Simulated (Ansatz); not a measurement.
# A hypothetical structure for CrRhS4, part 2 of 2

Starting from a made-up structure for CrRhS4, the aim is the relaxed cell, its shortest contacts and, where a second run follows, its electronic structure.

Ansatz 0.2.0; DFT, PBEsol, plane-wave PAW, files of the set soft_1, scalar-relativistic, ferromagnetic start, cell and ions relaxed at zero pressure; PAW set soft_1 (the session's first sound run).

So far: The structure; Relaxation of the guess. The relaxed cell has a, b, c = 7.479, 7.499, 3.558 Å (conventional setting).

## 3. Bands of the relaxed cell

With the geometry fixed, one more self-consistent run, with a narrower smearing and the mesh shown in its input, gives the bands, and its pressure, and its forces where symmetry allows any, show how far the geometry depends on these settings.

This step: DFT, PBEsol, plane-wave PAW, files of the set soft_1, scalar-relativistic, ferromagnetic start, bands and density of states at the relaxed cell; PAW set soft_1 (Ansatz 0.2.0).

The input, input.yaml:

```yaml
crystal:
  lattice:
    - [3.7393240095, -3.7493969376, 0.0]
    - [3.7393240095, 3.7493969376, 0.0]
    - [0.0, 0.0, 3.5581099292]
  atoms:
    - { symbol: Rh, position: [0.5, 0.5, 0.0] }
    - { symbol: Cr, position: [0.0, 0.0, 0.5], spin: 1.4 }
    - { symbol: S, position: [0.6989127904, 0.6989127904, 0.5] }
    - { symbol: S, position: [0.1897130435, 0.8102869565, 0.0] }
    - { symbol: S, position: [0.8102869565, 0.1897130435, 0.0] }
    - { symbol: S, position: [0.3010872096, 0.3010872096, 0.5] }
magnetization:
  spin_polarized: true
kpoints:
  mp_grid: { grid: [6, 6, 10] }
  band_path:
    path:
      - [[0.0, 0.0, 0.0], [0.49865853, 0.49865853, 0.0], [0.0, 0.5, 0.0], [0.0, 0.5, 0.5], [0.49865853, 0.49865853, 0.5], [0.0, 0.0, 0.5], [0.0, 0.0, 0.0], [-0.5, 0.5, 0.0], [-0.49865853, 0.50134147, 0.0], [-0.49865853, 0.50134147, 0.5], [-0.5, 0.5, 0.5], [-0.5, 0.5, 0.0]]
      - [[0.0, 0.0, 0.5], [-0.5, 0.5, 0.5]]
    npoints: 6
scf:
  occupations: { method: fermi_dirac, width: 0.03 }
  n_extra_bands: 11
hamiltonian:
  xc: pbesol
  pseudopotentials: { kind: paw, azcp: { folder: soft_1 }, xc_functional: pbe }
output:
  forces: true
  stress: true
  write_bands: true
  dos: { projected: true }
  write_density: true
  write_potential: true
  elf: true
  volumetric_format: npy
```

On the command line:

```bash
ansatz run input.yaml --threads 4 --pin off --max-ram 10240MiB --backend cpu --events-out ev --progress --plain --runs-dir out
```

Numbers of over 12 decimals in the logs are rounded to 6 here.

Output:

```text
[...]
Crystal: 6 atoms, lattice volume = 99.771 Å³
Basis set: ecut = 420 eV, 1947 PW (Γ), exchange–correlation on 72×72×48 points (8 copies of the dense FFT grid, shifted against one another)
Bands: 39, of which v1, the nominal top of the filled ones, is band 28 counted from 1 (27 counted from 0)
Symmetry: 8 space group operations
[...]
k-points: 78 of 360
[...]
Starting moments: Σ|m| = 1.4 μB on 1 of 6 sites
[...]
SCF iter   1: F=—  HF=-13237.025061 eV  |F-HF|=—  |Δ(HF+E_count)|=         —  Δρ=9.15e-2 (↑9.15e-2 ↓8.95e-2)  dr2=7.09e1  dr2_m=1.45e-1  M=0.764 μB ∫|m|=1.023 μB  β_m=0.30  ethr=3.10e-3  ⟨swp⟩=7.7  Hψ=29845  notcnv=0  defer=8
[...]
SCF iter  14: F=-13230.067094 eV  HF=-13230.067094 eV  |F-HF|=9.06e-9  |Δ(HF+E_count)|=   5.50e-9  Δρ=1.71e-6 (↑1.71e-6 ↓1.10e-6)  dr2=1.09e-8  dr2_m=1.90e-10  M=1.113 μB ∫|m|=2.265 μB  ethr=6.60e-11  ⟨swp⟩=15.8  Hψ=45745  notcnv=0
SCF 1 converged in 14 iterations: F = -13230.067094 eV  dr2 = 1.09e-8
[...]
NSCF: frozen V_eff on 74 k-points
SCF converged after 14 iterations
Magnetization: 1.1133 μB (28.0567 up, 26.9433 down)
Absolute magnetization: 2.2649 μB (∫|ρ↑−ρ↓|, with the PAW one-centre terms)
[...]
Per-site moments (μB) at R_I (Å): [(-0.136059, 0.956608), (1.428926, 0.928837), (-0.081260, 0.928837), (-0.059917, 0.939639), (-0.059917, 0.939639), (-0.081260, 0.928837)]
Free energy (F): -13230.067094 eV
[...]
Internal energy: -13230.058382 eV  (E = F + TS)
E sigma→0 (E₀):  -13230.062738 eV
Entropy (-TS):   -0.008711 eV (-1.452 meV/atom)
Fermi energy:    10.290940 eV
[...]
--- Forces (eV/Å), atoms counted from 1 ---
  atom   1  Rh    -0.00000000     0.00000000     0.00000000
  atom   2  Cr    -0.00000000     0.00000000     0.00000000
  atom   3  S      0.01705342     0.00000000     0.00000000
  atom   4  S      0.00000000     0.00209804     0.00000000
  atom   5  S      0.00000000    -0.00209804     0.00000000
  atom   6  S     -0.01705342     0.00000000     0.00000000
  max |Σ_I F_I| component: 3.47e-18 eV/Å
--- Stress (GPa, compression-positive) ---
       -0.167893       0.000000       0.000000
        0.000000      -0.005323       0.000000
        0.000000       0.000000      -0.067543
  P = ⅓ Tr σ = -0.0803 GPa (-0.803 kbar)
--- Band table (eV; the first three rows and the last of 156) ---
  k-point 0 ↑: bands = [... 24 lower, 8.6731, 9.7126, 10.3553, 10.5129, 10.5813, 10.5965, 10.8401, 13.3260, ... 7 higher]
  k-point 1 ↑: bands = [... 24 lower, 8.4525, 9.5479, 10.5565, 10.5618, 10.5995, 10.6007, 10.6321, 12.9555, ... 7 higher]
  k-point 2 ↑: bands = [... 24 lower, 8.4095, 9.2732, 10.1335, 10.4819, 10.5971, 10.7326, 10.9169, 12.4590, ... 7 higher]
  k-point 77 ↓: bands = [... 24 lower, 9.4726, 9.7658, 10.0962, 10.8945, 11.0145, 11.1569, 11.9149, 12.1609, ... 7 higher]
```

Run time: 16 s. Hardware: 4 threads of Arm Neoverse V2, shared host; peak memory 0.71 GiB; 61 s of CPU time.

This step gave:

| Item | Value |
| --- | --- |
| free energy | -13230.0671 eV |
| energy at zero smearing | -13230.0627 eV |
| smearing term TS | 0.008711 eV |
| Fermi energy | 10.29 eV |
| magnetization | 1.113 μB |
| absolute magnetization | 2.265 μB |
| site moments | -0.1361, 1.429, -0.08126, -0.05992, -0.05992, -0.08126 μB |
| pressure | -0.08025 GPa |

bands.tsv at the labelled points (eV, zero at the Fermi level; the bands that come nearest the Fermi level along the path):

```
point  band_26_up  band_27_up  band_28_up  band_29_up  band_25_dn  band_26_dn  band_27_dn  band_28_dn
    Γ        0.06        0.22        0.29        0.31       -0.44        0.11        0.19        0.35
    X       -1.22       -1.20        0.74        0.87       -1.22       -0.75       -0.47        0.56
    S       -0.68       -0.51       -0.35        0.08       -0.80       -0.53        0.45        0.60
    R       -1.15       -1.07        0.21        0.58       -1.26       -1.22        0.43        0.75
    A       -0.37       -0.07       -0.03        0.12       -0.53       -0.19        0.60        0.72
    Z       -0.73       -0.15        0.43        0.69       -0.88        0.24        0.62        0.76
    Γ        0.06        0.22        0.29        0.31       -0.44        0.11        0.19        0.35
    Y       -1.22       -1.20        0.74        0.87       -1.22       -0.75       -0.47        0.56
   X1       -1.22       -1.20        0.74        0.87       -1.22       -0.75       -0.47        0.56
   A1       -0.37       -0.07       -0.03        0.12       -0.53       -0.19        0.60        0.72
    T       -0.37       -0.07       -0.03        0.12       -0.53       -0.19        0.60        0.72
    Y       -1.22       -1.20        0.74        0.87       -1.22       -0.75       -0.47        0.56
    Z       -0.73       -0.15        0.43        0.69       -0.88        0.24        0.62        0.76
    T       -0.37       -0.07       -0.03        0.12       -0.53       -0.19        0.60        0.72
```

Spin density in the ac plane of the conventional cell at fractional y = 0.000, with atoms of Rh and Cr and S within 0.2 Å of it.

Ten even steps from '0' (-0.1 e/Å³) to '9' (2.0 e/Å³), each cell a mean:
```
000000000000000000000
000000000000000000000
210000000000000000012
730000000000000000015
930000000000000000017
520000000000000000014
110000000000000000001
000000000000000000000
000000000000000000000
```
Columns run along a (7.5 Å), rows up along c (3.6 Å), edges of the conventional cell, whose origin can differ from the input's. Atoms in or near the plane, at fractional coordinates: Rh at (0.50, 0.00), Cr at (0.00, 0.50), S at (0.70, 0.50), S at (0.30, 0.50).

ELF in the ac plane of the conventional cell at fractional y = 0.000, with atoms of Rh and Cr and S within 0.2 Å of it. It is the smooth field of the valence electrons, not physical close to the nuclei.

Values, 5 rows by 16 columns, each cell a mean:
```
0.20 0.16 0.11 0.17 0.33 0.38 0.35 0.55 0.62 0.40 0.35 0.38 0.22 0.12 0.14 0.19
0.46 0.25 0.33 0.68 0.61 0.70 0.65 0.32 0.28 0.52 0.73 0.61 0.69 0.49 0.21 0.40
0.80 0.43 0.43 0.80 0.23 0.24 0.66 0.37 0.24 0.64 0.42 0.12 0.65 0.64 0.31 0.70
0.33 0.20 0.27 0.58 0.66 0.73 0.55 0.33 0.33 0.44 0.71 0.69 0.63 0.39 0.18 0.29
0.21 0.16 0.09 0.09 0.22 0.29 0.39 0.62 0.68 0.48 0.30 0.26 0.13 0.08 0.13 0.20
```
Columns run along a (7.5 Å), rows up along c (3.6 Å), edges of the conventional cell, whose origin can differ from the input's. Atoms in or near the plane, at fractional coordinates: Rh at (0.50, 0.00), Cr at (0.00, 0.50), S at (0.70, 0.50), S at (0.30, 0.50).

Valence density in the ac plane of the conventional cell at fractional y = 0.000, with atoms of Rh and Cr and S within 0.2 Å of it. It is the smooth field of the valence electrons, not physical close to the nuclei.

Ten steps, logarithmic in the rise over the least value, from '_' (0 e/Å³) to '@' (19 e/Å³), each cell a mean:
```
....________..::==##%%%%**--..________....
::....__....::::--++****==::::....____....
++==::..::--------::--::--------::::..::++
@@##--::----------::....--==--------::++%%
@@%%==--==--..----::....----::::==----**@@
##**--::------==--::::::--==------::::==##
--::......::--------====--------::....::--
....______....::--**####++::....______....
....__________::++%%@@%%**--..__________..
```
Columns run along a (7.5 Å), rows up along c (3.6 Å), edges of the conventional cell, whose origin can differ from the input's. Atoms in or near the plane, at fractional coordinates: Rh at (0.50, 0.00), Cr at (0.00, 0.50), S at (0.70, 0.50), S at (0.30, 0.50).

## 4. Outcome

```
space group, relaxed : Cmmm
conventional cell    : a = 7.479, b = 7.499, c = 3.558 Å; α = 90.0°, β = 90.0°, γ = 90.0°
volume per atom      : 16.63 Å³ (guess 17.40)
total moment         : 1.16 μB in the cell of 6 atoms
```

**Reading.** CrRhS4 relaxes to Cmmm with a = 7.479, b = 7.499 and c = 3.558 Å. The guessed volume was 5 % too large. The space group Cmmm was held in the relaxation, so the end point is a stationary structure within it and may be a saddle against distortions or other arrangements. The input starts from parallel moments, and no other start was typed. Bands cross the Fermi level, so it is a metal or semimetal at this level. On the 6×6×10 mesh with the narrower smearing (relaxed on 5×5×7) the largest force component is 0.017 eV/Å and the largest stress component is 0.168 GPa, against the relaxation's thresholds of 0.015 eV/Å and 0.05 GPa. The cutoff wasn't tested. No dispersion term is used, so weakly bound directions may come out too long. Nothing here tests whether the compound is stable against decomposition.

[Logs are printed without paths, hosts, clocks, repeated set-up lines and the standing remarks that a program may print on its own settings, such as how far it seeks lower states.]

[Hosts, paths, dates, database ids (printed as entryN), source tags and the programs' standing remarks are cut or masked in the printed files.]
